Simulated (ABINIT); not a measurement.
An input for ABINIT 10.8.3 (SnSe2 (P-3m1)):

```
acell 3*1.0 Angstrom
rprim 
  3.810999999987 0.000000000003 0.000000000000
  -1.905499999996 3.300422813810 0.000000000000
  0.000000000000 0.000000000000 6.136000000000
ntypat 2
znucl 50 34
natom 3
typat 1 2 2
xred 
  0.000000000000 0.000000000000 0.000000000000
  0.333333333333 0.666666666667 0.249000000000
  0.666666666667 0.333333333333 0.751000000000
pp_dirpath "pseudos"
pseudos "Sn.upf, Se.upf"
ecut 48
ngkpt 3 3 2
nshiftk 1
shiftk 0 0 0
kptopt 1
chksymbreak 0
istwfk *1
occopt 1
irdwfk 1
optdriver 3
nband 124
ecuteps 4
inclvkb 2
awtr 1
symchi 1
gwcalctyp 28
mbpt_sciss 0.836 eV
nqptdm 1
qptdm 
  0 0 0
indata_prefix "in"
outdata_prefix "out"
tmpdata_prefix "tmp"
```

```sh
OMP_NUM_THREADS=1 mpirun -n 4 abinit run.abi > log
```

Estimate wall time and host memory on 4 MPI ranks of Arm Neoverse N1, shared host.

It took 38 s; on shared hardware allow 19 s to 77 s. Peak host memory was 1.2 GiB.

[Paths, hosts, dates, memory and timing lines, banners, echoed tables and standing remarks are left out of the program output.]

[Logs are printed without paths, hosts, clocks, repeated set-up lines and the standing remarks that a program may print on its own settings, such as how far it seeks lower states.]

[Runs of the session that timed out or met a known fault of the program may be left out.]

[Hosts, paths, dates, database ids (printed as entryN), source tags and the programs' standing remarks are cut or masked in the printed files.]

[G0W0 gaps are taken among the corrected bands and points alone; a level outside them can change the order at an edge.]

[Where Ansatz stands beside ABINIT at settings called matched, ABINIT's density can come from a denser mesh and the files from another edition; pairs whose starting gaps differed by over 0.03 eV were left out, so agreement reads better than it is.]
